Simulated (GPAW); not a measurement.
# Core-hole calculation of the Si K edge in Si2Mo (I4/mmm)

Aim: the dependence of the Si K near-edge features of Si2Mo (I4/mmm) on volume.

Method: X-ray absorption from dipole matrix elements to empty bands, plane-wave PAW LDA, in GPAW 26.7.0.

Report form: the programs' logs are mostly left out.

The database entry behind the starting cell is an old determination (1927), so it need not match the best structure at ambient conditions.

## (1) The starting structure

Symmetry: I4/mmm, No. 139, tetragonal system. The conventional cell has a = 3.200 Å, b = 3.200 Å, c = 7.861 Å, α = 90.00°, β = 90.00°, γ = 90.00°. Nearest to Mo lie 10 Si at 2.62 Å. Nearest to Si lie 5 Si at 2.61 to 2.63 Å and 5 Mo at 2.62 Å. Farther neighbours are not listed.

Structure file:

```
Mo Si
1.0
    -1.60000    1.60000    3.93050
     1.60000   -1.60000    3.93050
     1.60000    1.60000   -3.93050
Mo Si
1 2
Cartesian
  0.0000 0.0000 0.0000
  0.0000 0.0000 5.2433
  0.0000 0.0000 2.6177
```

## (2) The field without a hole

A plain self-consistent run shows whether there is a gap, which decides the set-up of the core-hole run.

The input, scf.py:

```python
import numpy as np
from ase import Atoms
from ase.parallel import parprint, paropen
from gpaw import GPAW, PW, FermiDirac, Mixer, MixerDif, setup_paths
from gpaw.test import gen
setup_paths.insert(0, '.')
gen('Si', name='nch1s', xcname='LDA', corehole=(1, 0, 0), write_xml=True)
from gpaw.mpi import world
world.barrier()

atoms = Atoms('MoSi2',
    cell=[[-1.6, 1.6, 3.9305],
     [1.6, -1.6, 3.9305],
     [1.6, 1.6, -3.9305]],
    scaled_positions=[[0, 0, 0],
     [0.667, 0.667, 0],
     [0.333, 0.333, 0]],
    pbc=True)
atoms.calc = calc = GPAW(legacy_gpaw=True, mode=PW(430, force_complex_dtype=True), xc='LDA', setups={1: 'nch1s'},
    kpts={'size': (11, 11, 11), 'gamma': True}, occupations=FermiDirac(0.05),
    charge=0, mixer=Mixer(0.1, 5, 50), maxiter=150,
    convergence={'density': 0.0001, 'eigenstates': 1e-6}, txt='scf.txt')
energy = atoms.get_potential_energy() + calc.get_reference_energy()
ef = calc.get_fermi_level()
out = dict(energy=energy, fermi=ef, forces=atoms.get_forces().tolist())
parprint(f'all-electron energy {energy:.4f} eV, Fermi level {ef:.4f} eV')
ev = np.array([[calc.get_eigenvalues(k, s) for k in range(len(calc.get_ibz_k_points()))] for s in range(calc.get_number_of_spins())])
out['homo'], out['lumo'], out['counts'] = ev[ev < ef].max(), ev[ev > ef].min(), sorted(set((ev < ef).sum((0, 2)).tolist()))
out['filled'] = (ev[:, 0] < ef).sum(1).tolist()
import json
with paropen('out.json', 'w') as f:
    json.dump(out, f)
```

Started as:

```console
> OMP_NUM_THREADS=1 mpirun -n 4 gpaw python scf.py
```

It took 17 s on 4 MPI ranks of Arm Neoverse V2, shared host; peak memory 0.19 GiB; 68 s of CPU time.

The mesh shows no gap, so the system is treated as a metal and the core electron is put at the Fermi level (neutral cell).

## (3) Supercell without a hole, the energy reference

The photon energy needs a difference of total energies, so the cell and mesh of the coming hole run are first run without a hole.

scf.py: that of step 2 with these lines changed.

```diff
@@ -10,12 +10,24 @@
 
-atoms = Atoms('MoSi2',
-    cell=[[-1.6, 1.6, 3.9305],
-     [1.6, -1.6, 3.9305],
-     [1.6, 1.6, -3.9305]],
+atoms = Atoms('Mo5Si10',
+    cell=[[1.6, 4.8, -3.9305],
+     [4.8, -1.6, -3.9305],
+     [-1.6, -4.8, -3.9305]],
     scaled_positions=[[0, 0, 0],
-     [0.667, 0.667, 0],
-     [0.333, 0.333, 0]],
+     [0.2, 0.4, 0.4],
+     [0.6, 0.2, 0.2],
+     [0.4, 0.8, 0.8],
+     [0.8, 0.6, 0.6],
+     [0.333, 0, 0.333],
+     [0.533, 0.4, 0.733],
+     [0.933, 0.2, 0.533],
+     [0.733, 0.8, 0.133],
+     [0.133, 0.6, 0.933],
+     [0.667, 0, 0.667],
+     [0.867, 0.4, 0.067],
+     [0.267, 0.2, 0.867],
+     [0.067, 0.8, 0.467],
+     [0.467, 0.6, 0.267]],
     pbc=True)
-atoms.calc = calc = GPAW(legacy_gpaw=True, mode=PW(430, force_complex_dtype=True), xc='LDA', setups={1: 'nch1s'},
-    kpts={'size': (11, 11, 11), 'gamma': True}, occupations=FermiDirac(0.05),
+atoms.calc = calc = GPAW(legacy_gpaw=True, mode=PW(430, force_complex_dtype=True), xc='LDA', setups={5: 'nch1s'},
+    kpts={'size': (5, 5, 5), 'gamma': True}, occupations=FermiDirac(0.1),
     charge=0, mixer=Mixer(0.1, 5, 50), maxiter=150,
```

Wall time 46 s (4 MPI ranks); peak memory 0.31 GiB.

Reference energy: -628816.713 eV with the cores included.

## (4) Spectrum with XCH, Si atom 2

The holes are 6.4 Å apart. In GPAW the data set carries the hole's charge, so charge=0 means a charged cell and charge=-1 a neutral one. The excited electron is kept in the cell, where it fills the lowest empty states and screens the hole. After the field has converged, empty bands are computed with the density fixed and the dipole matrix elements are summed.

The absorber has 4 Si at 2.61 Å, 5 Mo at 2.62 Å, 1 Si at 2.63 Å and 4 Si at 3.20 Å (14-fold, site symmetry 4mm).

The input, xas.py:

```python
import numpy as np
from ase import Atoms
from ase.parallel import parprint, paropen
from gpaw import GPAW, PW, FermiDirac, Mixer, MixerDif, setup_paths
from gpaw.test import gen
setup_paths.insert(0, '.')
gen('Si', name='fch1s', xcname='LDA', corehole=(1, 0, 1), write_xml=True)
from gpaw.mpi import world
world.barrier()

atoms = Atoms('Mo5Si10',
    cell=[[1.6, 4.8, -3.9305],
     [4.8, -1.6, -3.9305],
     [-1.6, -4.8, -3.9305]],
    scaled_positions=[[0, 0, 0],
     [0.2, 0.4, 0.4],
     [0.6, 0.2, 0.2],
     [0.4, 0.8, 0.8],
     [0.8, 0.6, 0.6],
     [0.333, 0, 0.333],
     [0.533, 0.4, 0.733],
     [0.933, 0.2, 0.533],
     [0.733, 0.8, 0.133],
     [0.133, 0.6, 0.933],
     [0.667, 0, 0.667],
     [0.867, 0.4, 0.067],
     [0.267, 0.2, 0.867],
     [0.067, 0.8, 0.467],
     [0.467, 0.6, 0.267]],
    pbc=True)
atoms.calc = calc = GPAW(legacy_gpaw=True, mode=PW(430, force_complex_dtype=True), xc='LDA', setups={5: 'fch1s'},
    kpts={'size': (5, 5, 5), 'gamma': True}, occupations=FermiDirac(0.1),
    charge=-1, mixer=Mixer(0.1, 5, 50), maxiter=150,
    convergence={'density': 0.0001, 'eigenstates': 1e-6}, txt='scf.txt')
energy = atoms.get_potential_energy() + calc.get_reference_energy()
ef = calc.get_fermi_level()
out = dict(energy=energy, fermi=ef, forces=atoms.get_forces().tolist())
parprint(f'all-electron energy {energy:.4f} eV, Fermi level {ef:.4f} eV')
ev = np.array([[calc.get_eigenvalues(k, s) for k in range(len(calc.get_ibz_k_points()))] for s in range(calc.get_number_of_spins())])
out['homo'], out['lumo'], out['counts'] = ev[ev < ef].max(), ev[ev > ef].min(), sorted(set((ev < ef).sum((0, 2)).tolist()))
out['filled'] = (ev[:, 0] < ef).sum(1).tolist()

from ase.units import Ha
from gpaw.xas import dipole_matrix_elements
nb = int(calc.get_number_of_electrons() / 2) + 147
top, nb = nb, nb + 8 + nb // 12
nscf = calc.fixed_density(kpts={'size': (7, 7, 7), 'gamma': True}, nbands=nb,
    convergence={'bands': top, 'eigenstates': 5e-3}, maxiter=60, txt='nscf.txt')
cell = atoms.cell.array
ops = [cell.T @ U.T @ np.linalg.inv(cell.T) for U in nscf.wfs.kd.symmetry.op_scc]
E = np.arange(-6, 34, 0.1)
fwhm = np.interp(E, [4, 25], [0.9, 3.5])
Y, X, zero, highest = 0, 0, 1e9, 1e9
for spin in range(nscf.get_number_of_spins()):
    wfs = nscf.wfs
    mine = wfs.bd.get_slice()  # this rank's bands
    A = dipole_matrix_elements(wfs.setups[5])
    eps = np.zeros((wfs.kd.nibzkpts, nb))
    d = np.zeros((3, A.shape[1], wfs.kd.nibzkpts, nb), complex)
    for kpt in wfs.kpt_u:
        if kpt.s == spin and 5 in kpt.P_ani:
            eps[kpt.k, mine] = kpt.eps_n * Ha
            d[:, :, kpt.k, mine] = (kpt.weight * wfs.nspins / 2) ** 0.5 * np.inner(A, kpt.P_ani[5])
    world.sum(eps)
    world.sum(d)
    T = np.einsum('amkn,bmkn->abkn', d, d.conj()).real
    T = sum(np.einsum('ai,ijkn,bj->abkn', R, T, R) for R in ops) / len(ops)
    empty = eps > ef
    zero, highest = min(zero, eps[empty].min()), min(highest, eps[:, top - 1].min())
    lines = [(eps, T, empty)] if spin == 0 else lines + [(eps, T, empty)]
for eps, T, empty in lines:
    f = np.einsum('aakn->akn', T).reshape(3, -1)
    x = eps.ravel() - zero
    w = np.interp(x, E, fwhm) / 2.35482
    g = np.exp(-0.5 * ((E[:, None] - x) / w) ** 2) / (w * (2 * np.pi) ** 0.5)
    Y = Y + (f * empty.ravel()) @ g.T
    X = X + (f * ~empty.ravel()) @ g.T
out.update(E=E.round(2).tolist(), xas=Y.tolist(), xes=X.tolist(), zero=zero, valid=highest - zero, nk=len(eps), nb=nb)
for i in range(0, len(E), 10):
    parprint(f'{E[i]:7.2f}', *(f'{v:10.3e}' for v in Y[:, i]))
import json
with paropen('out.json', 'w') as f:
    json.dump(out, f)
```

Started as:

```console
> OMP_NUM_THREADS=1 mpirun -n 4 gpaw python xas.py
```

Wall time 4.5 min (4 MPI ranks); peak memory 0.67 GiB; 18 min of CPU time.

The Si K spectrum, Si atom 2, excited-electron core hole (neutral cell) (energy from the lowest empty level; intensity scaled to a mean of 1 over the first 20 eV; polarised curves are means over the symmetry-equivalent atoms):

```
E (eV)  isotropic  ε ⊥ c  ε ∥ c
  -2.0       0.00   0.00   0.00
  -1.4       0.00   0.00   0.00
  -0.8       0.01   0.01   0.01
  -0.2       0.19   0.24   0.09
   0.4       0.66   0.84   0.30
   1.0       1.09   1.36   0.56
   1.6       1.34   1.53   0.97
   2.2       1.33   1.40   1.18
   2.8       1.55   1.51   1.65
   3.4       1.69   1.55   1.97
   4.0       1.71   1.53   2.08
   4.6       1.51   1.41   1.73
   5.2       1.50   1.44   1.61
   5.8       1.49   1.40   1.66
   6.4       1.44   1.31   1.71
   7.0       1.30   1.16   1.58
   7.6       1.14   1.02   1.39
   8.2       1.09   1.04   1.18
   8.8       1.02   1.07   0.94
   9.4       0.96   1.03   0.81
  10.0       0.91   0.98   0.77
  10.6       0.86   0.90   0.77
  11.2       0.80   0.82   0.78
  11.8       0.77   0.77   0.79
  12.4       0.76   0.74   0.79
  13.0       0.73   0.72   0.76
  13.6       0.68   0.66   0.72
  14.2       0.62   0.60   0.66
  14.8       0.58   0.56   0.62
  15.4       0.58   0.56   0.62
  16.0       0.62   0.58   0.69
  16.6       0.67   0.61   0.79
  17.2       0.71   0.65   0.84
  17.8       0.74   0.69   0.82
  18.4       0.75   0.74   0.76
  19.0       0.75   0.78   0.68
  19.6       0.74   0.80   0.63
  20.2       0.74   0.81   0.59
  20.8       0.72   0.80   0.57
  21.4       0.70   0.78   0.55
  22.0       0.67   0.75   0.52
  22.6       0.64   0.71   0.50
  23.2       0.61   0.68   0.48
  23.8       0.60   0.66   0.47
  24.4       0.60   0.66   0.47
  25.0       0.62   0.68   0.50
  25.6       0.64   0.70   0.54
  26.2       0.68   0.72   0.60
  26.8       0.71   0.74   0.67
  27.4       0.75   0.75   0.74
  28.0       0.78   0.75   0.82
  28.6       0.80   0.76   0.88
  29.2       0.82   0.76   0.94
  29.8       0.83   0.76   0.97
  30.4       0.83   0.76   0.97
  31.0       0.84   0.77   0.96
```

Main maxima below 24 eV (height): 3.9 eV (1.73) and 18.9 eV (0.75). A K edge sees empty p states on the absorber.

The total-energy difference is 1843.85 eV. One term is added: -14.86 eV, since the hole is spin-paired here and a spin-polarised one costs that much less in the free atom (computed apart). The photon energy is then 1828.99 eV. The tabulated edge of the element is 1839 eV. The functional leaves an error in such absolute values: in the free atom LDA prices this hole 7.8 eV below PBE (computed apart), and PBE is itself good to a few eV.

## (5) Supercell without a hole, the energy reference

The cell changes for the next run, so it gets a reference energy of its own.

The cell differs from the one that the last finished run ended in (a 6.407 → 6.276 Å, b 6.407 → 6.276 Å, c 6.407 → 6.276 Å).

scf.py: that of step 3 with these lines changed.

```diff
@@ -11,5 +11,5 @@
 atoms = Atoms('Mo5Si10',
-    cell=[[1.6, 4.8, -3.9305],
-     [4.8, -1.6, -3.9305],
-     [-1.6, -4.8, -3.9305]],
+    cell=[[1.56733777, 4.70201332, -3.8502632],
+     [4.70201332, -1.56733777, -3.8502632],
+     [-1.56733777, -4.70201332, -3.8502632]],
     scaled_positions=[[0, 0, 0],
```

Started as:

```console
> OMP_NUM_THREADS=1 mpirun -n 4 gpaw python scf.py
```

Elapsed: 47 s, on 4 MPI ranks; peak memory 0.31 GiB.

Reference energy: -628816.625 eV with the cores included.

## (6) Spectrum with XCH, Si atom 2

Shorter bonds are expected to push antibonding states and scattering resonances up, and longer ones down; the cell is scaled to test that.

Changed against the first core-hole run: volume scale from 1 to 0.94.

xas.py: that of step 4 with these lines changed.

```diff
@@ -11,5 +11,5 @@
 atoms = Atoms('Mo5Si10',
-    cell=[[1.6, 4.8, -3.9305],
-     [4.8, -1.6, -3.9305],
-     [-1.6, -4.8, -3.9305]],
+    cell=[[1.56733777, 4.70201332, -3.8502632],
+     [4.70201332, -1.56733777, -3.8502632],
+     [-1.56733777, -4.70201332, -3.8502632]],
     scaled_positions=[[0, 0, 0],
@@ -44,3 +44,3 @@
 from gpaw.xas import dipole_matrix_elements
-nb = int(calc.get_number_of_electrons() / 2) + 147
+nb = int(calc.get_number_of_electrons() / 2) + 140
 top, nb = nb, nb + 8 + nb // 12
```

Started as:

```console
> OMP_NUM_THREADS=1 mpirun -n 4 gpaw python xas.py
```

It took 3.7 min on 4 MPI ranks; peak memory 0.65 GiB; 15 min of CPU time.

```
E (eV)  first run  this run
  -2.0       0.00      0.00
  -1.0       0.00      0.00
   0.0       0.33      0.32
   1.0       1.09      1.00
   2.0       1.32      1.29
   3.0       1.63      1.45
   4.0       1.71      1.65
   5.0       1.49      1.45
   6.0       1.48      1.45
   7.0       1.30      1.37
   8.0       1.10      1.12
   9.0       1.00      1.11
  10.0       0.91      1.02
  11.0       0.82      0.89
  12.0       0.77      0.79
  13.0       0.73      0.76
  14.0       0.64      0.70
  15.0       0.57      0.61
  16.0       0.62      0.58
  17.0       0.70      0.64
  18.0       0.74      0.72
  19.0       0.75      0.75
  20.0       0.74      0.76
  21.0       0.72      0.74
  22.0       0.67      0.71
  23.0       0.62      0.65
  24.0       0.60      0.60
  25.0       0.62      0.58
  26.0       0.67      0.60
  27.0       0.72      0.66
  28.0       0.78      0.71
  29.0       0.81      0.77
  30.0       0.83      0.82
  31.0       0.84      0.86
```

The scaled spectrum changes by 6 % r.m.s. The highest intensity below 16 eV goes from 3.9 eV (1.73) to 4.1 eV (1.66).

The photon energy of the zero moves by -0.03 eV.

## (7) Reference energy of the supercell

The cell differs from the one that the last finished run ended in (a 6.276 → 6.342 Å, b 6.276 → 6.342 Å, c 6.276 → 6.342 Å).

scf.py: that of step 5 with these lines changed.

```diff
@@ -11,5 +11,5 @@
 atoms = Atoms('Mo5Si10',
-    cell=[[1.56733777, 4.70201332, -3.8502632],
-     [4.70201332, -1.56733777, -3.8502632],
-     [-1.56733777, -4.70201332, -3.8502632]],
+    cell=[[1.58383728, 4.75151184, -3.89079527],
+     [4.75151184, -1.58383728, -3.89079527],
+     [-1.58383728, -4.75151184, -3.89079527]],
     scaled_positions=[[0, 0, 0],
```

Started as:

```console
> OMP_NUM_THREADS=1 mpirun -n 4 gpaw python scf.py
```

It took 45 s on 4 MPI ranks; peak memory 0.31 GiB.

Reference energy: -628816.805 eV with the cores included.

## (8) Spectrum with XCH, Si atom 2

Changed against the first core-hole run: volume scale from 1 to 0.97.

xas.py: that of step 6 with these lines changed.

```diff
@@ -11,5 +11,5 @@
 atoms = Atoms('Mo5Si10',
-    cell=[[1.56733777, 4.70201332, -3.8502632],
-     [4.70201332, -1.56733777, -3.8502632],
-     [-1.56733777, -4.70201332, -3.8502632]],
+    cell=[[1.58383728, 4.75151184, -3.89079527],
+     [4.75151184, -1.58383728, -3.89079527],
+     [-1.58383728, -4.75151184, -3.89079527]],
     scaled_positions=[[0, 0, 0],
@@ -44,3 +44,3 @@
 from gpaw.xas import dipole_matrix_elements
-nb = int(calc.get_number_of_electrons() / 2) + 140
+nb = int(calc.get_number_of_electrons() / 2) + 144
 top, nb = nb, nb + 8 + nb // 12
```

Started as:

```console
> OMP_NUM_THREADS=1 mpirun -n 4 gpaw python xas.py
```

It took 4.3 min on 4 MPI ranks; peak memory 0.66 GiB.

```
E (eV)  first run  this run
  -2.0       0.00      0.00
  -1.0       0.00      0.00
   0.0       0.33      0.31
   1.0       1.09      1.03
   2.0       1.32      1.31
   3.0       1.63      1.54
   4.0       1.71      1.69
   5.0       1.49      1.47
   6.0       1.48      1.47
   7.0       1.30      1.34
   8.0       1.10      1.12
   9.0       1.00      1.06
  10.0       0.91      0.96
  11.0       0.82      0.85
  12.0       0.77      0.77
  13.0       0.73      0.75
  14.0       0.64      0.67
  15.0       0.57      0.59
  16.0       0.62      0.59
  17.0       0.70      0.67
  18.0       0.74      0.73
  19.0       0.75      0.75
  20.0       0.74      0.75
  21.0       0.72      0.73
  22.0       0.67      0.69
  23.0       0.62      0.64
  24.0       0.60      0.59
  25.0       0.62      0.59
  26.0       0.67      0.63
  27.0       0.72      0.69
  28.0       0.78      0.75
  29.0       0.81      0.80
  30.0       0.83      0.83
  31.0       0.84      0.85
```

Against the first run the r.m.s. difference is 3 %. The highest intensity below 16 eV goes from 3.9 eV (1.73) to 4.0 eV (1.69).

The photon energy of the zero moves by -0.01 eV.

## (9) Supercell without a hole, the energy reference

The cell differs from the one that the last finished run ended in (a 6.342 → 6.470 Å, b 6.342 → 6.470 Å, c 6.342 → 6.470 Å).

scf.py: that of step 7 with these lines changed.

```diff
@@ -11,5 +11,5 @@
 atoms = Atoms('Mo5Si10',
-    cell=[[1.58383728, 4.75151184, -3.89079527],
-     [4.75151184, -1.58383728, -3.89079527],
-     [-1.58383728, -4.75151184, -3.89079527]],
+    cell=[[1.61584261, 4.84752784, -3.96941837],
+     [4.84752784, -1.61584261, -3.96941837],
+     [-1.61584261, -4.84752784, -3.96941837]],
     scaled_positions=[[0, 0, 0],
```

Started as:

```console
> OMP_NUM_THREADS=1 mpirun -n 4 gpaw python scf.py
```

The job ended after 46 s (4 MPI ranks; peak memory 0.31 GiB).

Reference energy: -628816.392 eV with the cores included.

## (10) Spectrum with XCH, Si atom 2

Changed against the first core-hole run: volume scale from 1 to 1.03.

xas.py: that of step 8 with these lines changed.

```diff
@@ -11,5 +11,5 @@
 atoms = Atoms('Mo5Si10',
-    cell=[[1.58383728, 4.75151184, -3.89079527],
-     [4.75151184, -1.58383728, -3.89079527],
-     [-1.58383728, -4.75151184, -3.89079527]],
+    cell=[[1.61584261, 4.84752784, -3.96941837],
+     [4.84752784, -1.61584261, -3.96941837],
+     [-1.61584261, -4.84752784, -3.96941837]],
     scaled_positions=[[0, 0, 0],
@@ -44,3 +44,3 @@
 from gpaw.xas import dipole_matrix_elements
-nb = int(calc.get_number_of_electrons() / 2) + 144
+nb = int(calc.get_number_of_electrons() / 2) + 151
 top, nb = nb, nb + 8 + nb // 12
```

Started as:

```console
> OMP_NUM_THREADS=1 mpirun -n 4 gpaw python xas.py
```

Run time: 4.3 min. Hardware: 4 MPI ranks; peak memory 0.69 GiB.

```
E (eV)  first run  this run
  -2.0       0.00      0.00
  -1.0       0.00      0.00
   0.0       0.33      0.33
   1.0       1.09      1.12
   2.0       1.32      1.34
   3.0       1.63      1.72
   4.0       1.71      1.72
   5.0       1.49      1.52
   6.0       1.48      1.49
   7.0       1.30      1.27
   8.0       1.10      1.08
   9.0       1.00      0.94
  10.0       0.91      0.88
  11.0       0.82      0.80
  12.0       0.77      0.76
  13.0       0.73      0.71
  14.0       0.64      0.61
  15.0       0.57      0.57
  16.0       0.62      0.65
  17.0       0.70      0.72
  18.0       0.74      0.74
  19.0       0.75      0.74
  20.0       0.74      0.73
  21.0       0.72      0.71
  22.0       0.67      0.66
  23.0       0.62      0.62
  24.0       0.60      0.61
  25.0       0.62      0.64
  26.0       0.67      0.70
  27.0       0.72      0.75
  28.0       0.78      0.79
  29.0       0.81      0.81
  30.0       0.83      0.82
  31.0       0.84      0.83
```

Against the first run the r.m.s. difference is 3 %. The highest intensity below 16 eV goes from 3.9 eV (1.73) to 3.7 eV (1.76).

The photon energy of the zero moves by +0.01 eV.

## (11) Supercell without a hole, the energy reference

The cell differs from the one that the last finished run ended in (a 6.470 → 6.533 Å, b 6.470 → 6.533 Å, c 6.470 → 6.533 Å).

scf.py: that of step 9 with these lines changed.

```diff
@@ -11,5 +11,5 @@
 atoms = Atoms('Mo5Si10',
-    cell=[[1.61584261, 4.84752784, -3.96941837],
-     [4.84752784, -1.61584261, -3.96941837],
-     [-1.61584261, -4.84752784, -3.96941837]],
+    cell=[[1.63138052, 4.89414155, -4.0075882],
+     [4.89414155, -1.63138052, -4.0075882],
+     [-1.63138052, -4.89414155, -4.0075882]],
     scaled_positions=[[0, 0, 0],
```

Started as:

```console
> OMP_NUM_THREADS=1 mpirun -n 4 gpaw python scf.py
```

Elapsed: 46 s, on 4 MPI ranks; peak memory 0.31 GiB.

Reference energy: -628815.876 eV with the cores included.

(Part 1 of 2 ends here.)

[Logs are printed without paths, hosts, clocks, repeated set-up lines and the standing remarks that a program may print on its own settings, such as how far it seeks lower states.]

[Hosts, paths, dates, database ids (printed as entryN), source tags and the programs' standing remarks are cut or masked in the printed files.]

[Lists of maxima count a maximum above −3 eV only where it reaches 4 % of the highest in the window and stands out from its surroundings by 2 % of it (1.5 % where it reaches 55 %); shoulders and weaker maxima are passed over, and of the rest the first, up to two pre-edge ones and the few strongest are named.]
